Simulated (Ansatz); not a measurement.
# NaCdCl3 (model cell, started as cubic perovskite with Cd in the octahedra): from the cell to its phonons, part 2 of 2

Wanted: vibrations and spectra of NaCdCl3 (model cell, started as cubic perovskite with Cd in the octahedra); the cell is already relaxed. After the zone centre comes a 2×2×2 q mesh on a 6×6×6 k mesh.

Ansatz 0.2.0; DFT r2SCAN, scalar-relativistic, plane waves, PAW; PAW set soft_1.

So far. Step 2 (Zone-centre response): Before it was imposed, the acoustic sum rule was missed by 1.8e-5 eV/Å² and the charge sum rule by 1.3e-4 e. Small misses are needed for a sound result but don't prove that mesh and cutoff are converged. The lowest optical mode is imaginary, 92.8i cm⁻¹, so the energy falls along it.

The structure was built from a prototype and need not be the compound's stable phase.

### Step 3. Response at finite wavevector

Stability and thermal properties need the whole zone. Linear response on a 2×2×2 q mesh gives force constants as far as a supercell of that size would, and the tensors from the zone-centre run are typed in so that the long-range dipole term is interpolated apart.

Contents of input.yaml:

```yaml
crystal:
  lattice:
    - [5.169590516, 0.0, 0.0]
    - [0.0, 5.169590516, 0.0]
    - [0.0, 0.0, 5.169590516]
  atoms:
    - { symbol: Na, position: [0.0, 0.0, 0.0] }
    - { symbol: Cd, position: [0.5, 0.5, 0.5] }
    - { symbol: Cl, position: [0.5, 0.5, 0.0] }
    - { symbol: Cl, position: [0.5, 0.0, 0.5] }
    - { symbol: Cl, position: [0.0, 0.5, 0.5] }
kpoints:
  mp_grid: { grid: [6, 6, 6] }
hamiltonian:
  xc: r2scan
  pseudopotentials: { kind: paw, azcp: { folder: soft_1 } }
scf:
  occupations: { method: fixed }
output:
  eigenvalues: true
phonons:
  method: dfpt
  qmesh: [2, 2, 2]
  temperatures: { t_max: 1000, t_step: 50 }
  qpath:
    path:
      - [[0.0, 0.0, 0.0], [0.0, 0.5, 0.0], [0.5, 0.5, 0.0], [0.0, 0.0, 0.0], [0.5, 0.5, 0.5], [0.0, 0.5, 0.0]]
      - [[0.5, 0.5, 0.5], [0.5, 0.5, 0.0]]
    npoints: 10
  non_analytic_term:
    high_frequency_dielectric_tensor: [[2.8991, 0.0, 0.0], [0.0, 2.8991, 0.0], [0.0, 0.0, 2.8991]]
    born_effective_charges:
      - { species: Na, tensor: [[1.2791, 0.0, 0.0], [0.0, 1.2791, 0.0], [0.0, 0.0, 1.2791]] }
      - { species: Cd, tensor: [[2.5923, 0.0, 0.0], [0.0, 2.5923, 0.0], [0.0, 0.0, 2.5923]] }
      - { species: Cl, tensor: [[-0.862, 0.0, 0.0], [0.0, -0.862, 0.0], [0.0, 0.0, -2.1475]] }
      - { species: Cl, tensor: [[-0.862, 0.0, 0.0], [0.0, -2.1475, 0.0], [0.0, 0.0, -0.862]] }
      - { species: Cl, tensor: [[-2.1475, 0.0, 0.0], [0.0, -0.862, 0.0], [0.0, 0.0, -0.862]] }
    source: "zone-centre run at this cell"
```

On the command line:

```
$ ansatz run input.yaml --threads 4 --pin off --max-ram 16384MiB --backend cpu --events-out ev --progress --plain --runs-dir out
```

Numbers of over 12 decimals in the logs are rounded to 6 here.

What it wrote:

```text
[...]
Crystal: 5 atoms, lattice volume = 138.156 Å³
Basis set: ecut = 500 eV, 3431 PW (Γ), exchange–correlation on 400×400×400 points (1000 copies of the dense FFT grid, shifted against one another)
Bands: 30, of which v1, the nominal top of the filled ones, is band 25 counted from 1 (24 counted from 0)
Symmetry: 48 space group operations
k-points: 80 of 216 (irreducible under 2 space group operations, time reversal used)
[...]
SCF iter   1: F=—  HF=-13016.865731 eV  |F-HF|=—  |Δ(HF+E_count)|=         —  Δρ=6.69e-2  dr2=5.35e0  dr2_τ=1.29e-2  ethr=3.10e-3  ⟨swp⟩=5.0  Hψ=8768  notcnv=0  defer=225
[...]
SCF iter  11: F=-13014.893415 eV  HF=-13014.893415 eV  |F-HF|=5.46e-12  |Δ(HF+E_count)|=  8.00e-11  Δρ=2.79e-8  dr2=1.37e-12  dr2_τ=5.51e-14  ethr=1.00e-12  ⟨swp⟩=15.7  Hψ=15916  notcnv=0
SCF 1 converged in 11 iterations: F = -13014.893415 eV  dr2 = 1.37e-12
[...]
NSCF: frozen V_eff on 20 k-points
[...]
SCF converged after 11 iterations
Free energy (F): -13014.893415 eV
[...]
Internal energy: -13014.893415 eV  (E = F + TS)
E sigma→0 (E₀):  -13014.893415 eV
Fermi energy:    1.932141 eV
[...]
--- Band table (eV; the first three rows and the last of 80) ---
  k-point 0: bands = [... 21 lower, 0.9713, 1.1072, 1.1072, 1.1072, 4.5247, 6.4476, 10.4231, 10.4231, ... 1 higher]
  k-point 1: bands = [... 21 lower, 0.9469, 0.9469, 1.0846, 1.0846, 5.0534, 6.7244, 10.2286, 10.7348, ... 1 higher]
  k-point 2: bands = [... 21 lower, 0.8648, 0.8648, 1.0646, 1.0646, 6.2813, 7.4458, 9.5548, 11.2896, ... 1 higher]
  k-point 79: bands = [... 21 lower, 1.6157, 1.6157, 1.9321, 1.9321, 7.3886, 9.0814, 9.0814, 9.0814, ... 1 higher]
[...]
ASR residual: 6.859e-5 → 0.000e0 eV/Å²; symmetrization residual: 1.035e-5 eV/Å²
  ASR residual per site (eV/Å²): 6.86e-5 1.77e-5 1.73e-5 1.73e-5 1.73e-5
[...]
--- Phonons (arbitrary-q DFPT): 4 irreducible q on the 2×2×2 mesh ---
  q = [0.0000, 0.0000, 0.0000] (star 1, of the zone-centre solve; hermiticity 2.65e-6, symmetrization 4.70e-8): -92.78 -92.78 -92.78 -0.00 0.00 0.00 11.13 11.13 11.13 75.55 75.55 75.55 266.84 266.84 266.84
  q = [0.0000, 0.0000, -0.5000] (star 3, 9 solved perturbations in 504 linear systems a pass and spin channel, the states on 64 of 216 k-point pairs; hermiticity 2.11e-6, symmetrization 8.87e-12): -84.42 -84.42 -23.05 -23.05 28.94 57.66 61.61 61.61 63.51 63.51 88.58 144.57 266.08 266.08 277.09
[...]
sum rule: each row above includes the acoustic sum rule's correction from the zone centre's row sums; it moved no ω² by more than (0.90 cm⁻¹)²
  mesh force constants: q→R imaginary residual 3.98e-18; ASR residual 6.859e-5 → 0.000e0 eV/Å²; symmetrization residual 8.882e-15 eV/Å²
  interpolated dispersion: 63 rows × 15 modes
  density of states and harmonic sums: on the 12×12×12 q-mesh, interpolated from the force constants of a 2×2×2 supercell (with the dipole–dipole term of supplied tensors)
  largest difference from the sums on the solved wave vectors: F 1.57e-1 eV, S 2.01e-4 and C_V 5.11e-5 eV/K
  zero-point energy: 0.086093 eV/cell   skipped modes (ω ≤ 0): 416, of them read as no rigid motion or as one in doubt: 413 (5.010e0 modes/cell left out, lowest -92.78 cm⁻¹)   left out of the sums: 3.34e-1 of the cell's modes: C_V's classical limit lies that fraction below 3 k_B per atom; for a crystal, a wire or a layer, F and S can be off by more, and a phonons.interpolated_qmesh denser along its periods is the remedy for the sampling
```

Elapsed: 16 min, on 4 threads of Arm Neoverse V2, shared host; peak memory 14 GiB.

This step gave:

| Property | Result |
| --- | --- |
| sum-rule residual before enforcement | 6.86e-5 eV/Å² |
| lowest frequency on the path | -92.78 cm⁻¹ |
| highest frequency on the path or at a solved wavevector | 318.1 cm⁻¹ |
| lowest mode on the q mesh (acoustic modes at Γ apart) | -92.78 cm⁻¹ |

Frequencies (cm⁻¹) solved at each irreducible wavevector; negative means imaginary. Frequencies by wavevector, by row:

| q in reciprocal lattice units | star | mode 1 | mode 2 | mode 3 | mode 4 | mode 13 | mode 14 | mode 15 |
| --- | --- | --- | --- | --- | --- | --- | --- | --- |
| 0 0 0 | 1 | -92.8 | -92.8 | -92.8 | 0 | 266.8 | 266.8 | 266.8 |
| 0 0 -0.5 | 3 | -84.4 | -84.4 | -23.1 | -23.1 | 266.1 | 266.1 | 277.1 |
| 0 -0.5 -0.5 | 3 | -88.7 | -84.7 | -84.7 | -71.7 | 174.8 | 265.5 | 298.7 |
| -0.5 -0.5 -0.5 | 1 | -88.9 | -88.9 | -88.9 | -86.3 | 173.9 | 173.9 | 318.1 |

Interpolated from a 2×2×2 q mesh, with the LO-TO term (at Γ the limit along the path; where Γ stands inside the path, tables give the limit on arrival). The phonon branches at the labelled points (cm⁻¹):

| point | branch 1 | branch 2 | branch 3 | branch 4 | branch 12 | branch 13 | branch 14 | branch 15 |
| --- | --- | --- | --- | --- | --- | --- | --- | --- |
| Γ | -93 | -93 | 0 | 0 | 110 | 267 | 267 | 305 |
| halfway | -89 | -89 | -13 | -13 | 120 | 266 | 266 | 293 |
| X | -84 | -84 | -23 | -23 | 145 | 266 | 266 | 277 |
| halfway | -89 | -79 | -65 | -63 | 147 | 214 | 266 | 299 |
| M | -89 | -85 | -85 | -72 | 149 | 175 | 266 | 299 |
| halfway | -89 | -84 | -54 | -50 | 125 | 234 | 266 | 304 |
| Γ | -93 | -93 | 0 | 0 | 110 | 267 | 267 | 305 |
| halfway | -86 | -86 | -58 | -56 | 130 | 232 | 232 | 314 |
| R | -89 | -89 | -89 | -86 | 142 | 174 | 174 | 318 |
| halfway | -86 | -84 | -72 | -71 | 147 | 204 | 231 | 313 |
| X | -84 | -84 | -23 | -23 | 145 | 266 | 266 | 277 |
| jump to R | -89 | -89 | -89 | -86 | 142 | 174 | 174 | 318 |
| halfway | -89 | -86 | -86 | -80 | 146 | 174 | 219 | 315 |
| M | -89 | -85 | -85 | -72 | 149 | 175 | 266 | 299 |

Tetrahedra on a 12×12×12 mesh, mean over bins of 5 cm-1. Interpolated from a 2×2×2 q mesh. Phonon density of states against wavenumber; read off at these points:

| wavenumber (cm⁻¹) | phonon density of states (1/cm⁻¹/cell) |
| --- | --- |
| -92 | 0.0144 |
| -88 | 0.245 |
| -82 | 0.163 |
| -72 | 0.0613 |
| -58 | 0.0417 |
| -48 | 0.0375 |
| -38 | 0.0318 |
| -28 | 0.0287 |
| -12 | 0.0204 |
| -2 | 0.0156 |
| 8 | 0.0163 |
| 18 | 0.0162 |
| 28 | 0.0228 |
| 42 | 0.0397 |
| 52 | 0.0346 |
| 62 | 0.0587 |
| 72 | 0.0610 |
| 82 | 0.0711 |
| 88 | 0.0732 |
| 98 | 0.0724 |
| 108 | 0.0715 |
| 118 | 0.0558 |
| 128 | 0.0362 |
| 142 | 0.0796 |
| 152 | 0 |
| 162 | 0 |
| 172 | 3.0e-4 |
| 182 | 0.0128 |
| 198 | 0.0138 |
| 208 | 0.0153 |
| 218 | 0.0166 |
| 228 | 0.0186 |
| 238 | 0.0208 |
| 252 | 0.0286 |
| 262 | 0.0662 |
| 272 | 0 |
| 282 | 0.00109 |
| 298 | 0.0187 |
| 302 | 0.0587 |
| 308 | 0.0484 |
| 318 | 0.0233 |

The partial phonon density of states has structure finer than the step of the table below, so its rows give means over 10 cm⁻¹, whole bins alone (the curve runs from -103 to 338 cm⁻¹). Peaks (cm⁻¹: height): Cd 66.2: 0.0327, 82.8: 0.0280, 102.2: 0.0240, 143.7: 0.0529; Cl -86.2: 0.0637, -66.8: 0.0368, -44.6: 0.0338, 102.2: 0.0510, 215.7: 0.0190, 260.0: 0.0439, 304.3: 0.0475; Na -86.2: 0.132.

Phonopy on the run's constants, 11x11x11 mesh, Gaussian sigma 3.1 cm-1. Interpolated from a 2×2×2 q mesh. The partial phonon density of states by wavenumber; means over each step; values in 1/cm⁻¹/cell:

| wavenumber (cm⁻¹) | Cd | Cl | Na |
| --- | --- | --- | --- |
| -90 | 7.3e-4 | 0.0417 | 0.0789 |
| -80 | 6.3e-4 | 0.0415 | 0.0845 |
| -70 | 5.1e-4 | 0.0306 | 0.0246 |
| -60 | 4.4e-4 | 0.0282 | 0.0129 |
| -50 | 4.3e-4 | 0.0277 | 0.0110 |
| -40 | 4.4e-4 | 0.0289 | 0.00694 |
| -30 | 5.3e-4 | 0.0235 | 0.00655 |
| -20 | 0.00139 | 0.0213 | 0.00336 |
| -10 | 0.00120 | 0.0126 | 0.00174 |
| 0 | 7.2e-4 | 0.00433 | 3.6e-4 |
| 10 | 0.00128 | 0.0103 | 0.00105 |
| 20 | 0.00187 | 0.0145 | 0.00168 |
| 30 | 0.00451 | 0.0235 | 0.00429 |
| 40 | 0.00737 | 0.0237 | 0.00586 |
| 50 | 0.00983 | 0.0228 | 0.00528 |
| 60 | 0.0213 | 0.0223 | 0.00384 |
| 70 | 0.0266 | 0.0290 | 0.00490 |
| 80 | 0.0254 | 0.0371 | 0.00768 |
| 90 | 0.0200 | 0.0422 | 0.00699 |
| 100 | 0.0207 | 0.0461 | 0.00641 |
| 110 | 0.0166 | 0.0457 | 0.00514 |
| 120 | 0.0203 | 0.0273 | 0.00495 |
| 130 | 0.0241 | 0.0101 | 0.00271 |
| 140 | 0.0431 | 0.00823 | 0.00314 |
| 150 | 0.0236 | 0.00270 | 0.00153 |
| 160 | 1.2e-4 | 1.4e-5 | 8.7e-6 |
| 170 | 7.5e-5 | 0.00156 | 0 |
| 180 | 4.6e-4 | 0.00835 | 0 |
| 190 | 0.00124 | 0.0128 | 0 |
| 200 | 0.00132 | 0.0116 | 6.6e-6 |
| 210 | 0.00156 | 0.0146 | 2.5e-5 |
| 220 | 0.00173 | 0.0144 | 2.1e-5 |
| 230 | 0.00179 | 0.0162 | 4.9e-5 |
| 240 | 0.00263 | 0.0213 | 3.2e-5 |
| 250 | 0.00251 | 0.0207 | 4.9e-5 |
| 260 | 0.00517 | 0.0402 | 2.7e-5 |
| 270 | 0.00226 | 0.0173 | 5.0e-6 |
| 280 | 5.9e-5 | 0.00121 | 2.6e-5 |
| 290 | 4.4e-4 | 0.00694 | 1.2e-4 |
| 300 | 0.00221 | 0.0323 | 4.0e-4 |
| 310 | 0.00240 | 0.0398 | 3.3e-4 |
| 320 | 4.0e-4 | 0.0132 | 3.4e-5 |
| 330 | 2.3e-6 | 1.5e-4 | 0 |

Symmetry leaves 4 wavevectors to solve. The lowest mode among them, the acoustic zeros apart, lies at Γ and is imaginary, 92.8i cm⁻¹, so the energy falls along it.

### Step 4. What came out

| Quantity | Value |
| --- | --- |
| space group (within 0.01 Å) | Pm-3m |
| volume per atom | 27.6 Å³ |
| gap on the k-mesh | 2.59 eV |
| highest optical mode at the zone centre (no LO-TO term) | 267 cm⁻¹ |
| top of the zone-centre spectrum with the field | 305 cm⁻¹ |
| lowest optical zone-centre mode | -92.8 cm⁻¹ |
| mean high-frequency dielectric constant | 2.90 |
| largest Born charge (third of the trace) | 2.59 e |
| lowest mode on the q mesh (acoustic modes at Γ apart) | -92.8 cm⁻¹ |
| highest frequency on the path or at a solved wavevector | 318 cm⁻¹ |
| imaginary modes on the 2×2×2 q mesh | yes |

What this shows: Modes are clearly imaginary (beyond 10i cm⁻¹) at 4 of the 4 irreducible wavevectors, most at Γ (92.8i cm⁻¹), so this structure is not a minimum of the energy. Without the field, the optical modes at Γ span -93 to 267 cm⁻¹ (negative means imaginary). The highest mode in this list at Γ, 266.8 cm⁻¹, is mostly motion of Cl (88 % of the kinetic energy). With the macroscopic field of the longitudinal modes the top of the zone-centre spectrum lies at 305 cm⁻¹, against 267 cm⁻¹ without it. Among the real modes, the strongest infrared line is at 267 cm⁻¹. The starting cell was built on a prototype and not taken from a measurement, so the phase need not exist. These are harmonic frequencies at zero temperature: anharmonic shifts, linewidths and thermal expansion are left out.

[Logs are printed without paths, hosts, clocks, repeated set-up lines and the standing remarks that a program may print on its own settings, such as how far it seeks lower states.]

[Hosts, paths, dates, database ids (printed as entryN), source tags and the programs' standing remarks are cut or masked in the printed files.]
